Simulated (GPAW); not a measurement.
# Calculated records

```
! title: BO (GaSe-type monolayer): G0W0 with GPAW, start to end
! method: DFT, LDA, plane waves, PAW (and 1 further level or step)
! program: GPAW 26.7.0
! settings: cutoff 600 eV, GPAW PAW setups 1.2.1 data release, 15×15×1 k-mesh, nbands 166
! cost: 4 runs, 3.2 min in all on 8 MPI ranks of Intel Xeon Platinum 8488C (Sapphire Rapids), shared host
! notes: The structure was relaxed with LDA.
! LDA gap: 4.91 eV, indirect
! G0W0 gap on the mesh: 7.67 eV
! GW settings: 15×15×1 mesh, 72 bands, screening to 60 eV, full frequency, Hilbert transform
! known limits: short of the basis limit
CELL_PARAMETERS angstrom
2.40440 0.00000 0.00000
-1.20220 2.08227 0.00000
0.00000 0.00000 13.80000
ATOMIC_POSITIONS crystal
B 0.33333 0.66667 0.56384
B 0.33333 0.66667 0.43616
O 0.66667 0.33333 0.60465
O 0.66667 0.33333 0.39535
```

[Long decimals in the printed logs are rounded to 6 places.]

[Logs are printed without paths, hosts, clocks, repeated set-up lines and the standing remarks that a program may print on its own settings, such as how far it seeks lower states.]

[Paths, hosts, dates, memory and timing lines, banners, echoed tables and standing remarks are left out of the program output; an Ansatz launch command may be rebuilt from the run's recorded settings. Measured values are a selection of at most five: reports struck by readers or far from the other reports are left out. None is set beside runs whose start may be inverted or whose files or cutoffs have a known fault.]

[Runs of the session that timed out or met a known fault of the program may be left out.]

[Hosts, paths, dates, database ids (printed as entryN), source tags and the programs' standing remarks are cut or masked in the printed files.]

[Where the starting crystal was built by hand or by swapping elements, it need not be the compound's stable phase.]
